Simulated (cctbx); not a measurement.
# What resolution and counting buy: NaTlS

Space group P6_3/mmc (no. 194), a = 5.7670 Å, b = 5.7670 Å, c = 7.8750 Å, α = 90.00°, β = 90.00°, γ = 120.00°.

```csv
atom,mult.,x,y,z,Ueq (Å²)
Tl1,2,1/3,2/3,3/4,0.0071
S1,2,2/3,1/3,3/4,0.0169
Na1,2,0,0,1/2,0.0111
```

The model is made up (kin elements in a known structure type, no relaxation), so it says nothing on whether the phase exists.

Five simulated data sets (cctbx; Ag Kα, λ = 0.56087 Å; 6 % proportional error) differ in resolution or exposure (noise floor 2 counts in the first three, 8 in the last two). Each is refined with the right model, isotropic at 1.1 Å and anisotropic otherwise. How do the figures of merit and the uncertainties move?

```
d min (Å)  top counts  ⟨I/σ⟩ (unmerged, absences included)  unique  param. (scale apart)   Rint      R1  GooF  largest s.u. xyz (fractional)  s.u. U of Na1 (Å²)  largest error (Å)
      1.1       70000                                 14.0      48                     3  0.046  0.0160  1.45                        0.00000              0.0022             0.0000
     0.84       70000                                 13.8      96                     6  0.044  0.0101  0.96                        0.00000              0.0010             0.0000
      0.6       70000                                 13.5     242                     6  0.047  0.0103  0.95                        0.00000              0.0004             0.0000
     0.75         300                                  3.0     131                     6  0.199  0.0433  1.04                        0.00000              0.0050             0.0000
     0.75        3000                                  9.5     131                     6  0.059  0.0151  1.04                        0.00000              0.0014             0.0000
```

GooF reaches 1.45 where the model lacks something that the data hold (anisotropy at the isotropic level, for one). The s.u. of U for Na1 goes 0.0022, 0.0010, 0.0004 Å² with resolution and 0.0050, 0.0014 Å² with exposure.

The 1.1 Å row also differs in its displacement model, so it isn't a clean test of resolution.

Hardware for the 0.6 Å refinement: 0.65 s on 1 thread of Arm Neoverse N1, on a shared host, peak memory 0.09 GiB.

[Logs are printed without paths, hosts, clocks, repeated set-up lines and the standing remarks that a program may print on its own settings, such as how far it seeks lower states.]
